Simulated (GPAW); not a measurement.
MoS2 (R3m), S K edge of atom 2, with 3 Mo at 2.39 Å (pyramidal, site symmetry 3m). Method: GPAW, PBE, full core hole (charged cell), 9-atom cell with 5.5 Å between holes, 5×5×4 k points, dipole transitions, Gaussian full width 0.9 eV up to 4 eV, rising linearly to 3.5 eV at 25 eV.

```
Mo S
1.0
     1.58000    0.91221    6.15000
    -1.58000    0.91221    6.15000
     0.00000   -1.82443    6.15000
Mo S
1 2
Direct
  0.00000 0.00000 0.00000
  0.41700 0.41700 0.41700
  0.25000 0.25000 0.25000
```

Energy from the lowest empty level; a common scale on which the isotropic spectrum has a mean of 1 over the first 20 eV.

```
E (eV)  curve 1  curve 2
  -2.0     0.00     0.00
  -1.5     0.00     0.00
  -1.0     0.00     0.01
  -0.5     0.06     0.27
   0.0     0.54     2.20
   0.5     1.71     4.68
   1.0     2.36     3.07
   1.5     2.03     1.21
   2.0     1.42     1.20
   2.5     1.51     1.25
   3.0     1.23     0.64
   3.5     0.30     0.13
   4.0     0.04     0.01
   4.5     0.12     0.03
   5.0     0.33     0.09
   5.5     0.56     0.19
   6.0     0.81     0.29
   6.5     1.14     0.50
   7.0     1.24     0.75
   7.5     1.17     0.86
   8.0     1.18     0.90
   8.5     1.24     0.93
   9.0     1.24     1.02
   9.5     1.10     1.17
  10.0     0.96     1.31
  10.5     0.94     1.35
  11.0     0.98     1.28
  11.5     1.01     1.21
  12.0     0.96     1.16
  12.5     0.88     1.10
  13.0     0.80     1.00
  13.5     0.77     0.89
  14.0     0.78     0.81
  14.5     0.81     0.75
  15.0     0.84     0.70
  15.5     0.82     0.66
  16.0     0.79     0.63
  16.5     0.77     0.65
  17.0     0.77     0.74
  17.5     0.81     0.87
  18.0     0.87     1.01
  18.5     0.95     1.12
  19.0     1.04     1.17
  19.5     1.12     1.17
  20.0     1.18     1.15
  20.5     1.20     1.13
  21.0     1.16     1.12
  21.5     1.08     1.12
  22.0     0.99     1.12
  22.5     0.89     1.11
  23.0     0.82     1.08
  23.5     0.76     1.04
  24.0     0.73     0.98
  24.5     0.73     0.91
  25.0     0.74     0.85
  25.5     0.76     0.81
  26.0     0.79     0.78
  26.5     0.82     0.78
  27.0     0.85     0.78
  27.5     0.87     0.80
  28.0     0.88     0.82
  28.5     0.88     0.83
  29.0     0.88     0.85
  29.5     0.87     0.86
  30.0     0.86     0.85
  30.5     0.85     0.84
  31.0     0.85     0.83
  31.5     0.85     0.81
  32.0     0.88     0.79
```

Q: The curves are for the electric vector along different Cartesian axes of the cell as given, averaged over the symmetry-equivalent atoms. Which is which?

Curve 1: along z (c), main maxima 1.1 eV (2.36), 2.6 eV (1.55) and 8.8 eV (1.26). Curve 2: along x (⊥ c) (the other in-plane axis gives the same curve within 3 %), main maxima 0.6 eV (4.69), 2.3 eV (1.32) and 10.4 eV (1.35). A K edge sees empty p states; the first features are S p mixed into the empty d states of the Mo neighbours, and the broad ones above probably into the cations' higher empty bands. Each direction probes the empty orbitals that point along it. The crystal has 2 inequivalent S sites and not all are shown here, while a measurement adds them all. The holes are only 5.5 Å apart, so the shape is probably not converged with cell size; no larger cell was run here.

[Banner, clock and machine lines of the logs are left out without a mark of their own.]

[Logs are printed without paths, hosts, clocks, repeated set-up lines and the standing remarks that a program may print on its own settings, such as how far it seeks lower states.]

[Hosts, paths, dates, database ids (printed as entryN), source tags and the programs' standing remarks are cut or masked in the printed files.]

[Lists of maxima count a maximum above −3 eV only where it reaches 4 % of the highest in the window and stands out from its surroundings by 2 % of it (1.5 % where it reaches 55 %); shoulders and weaker maxima are passed over, and of the rest the first, up to two pre-edge ones and the few strongest are named.]
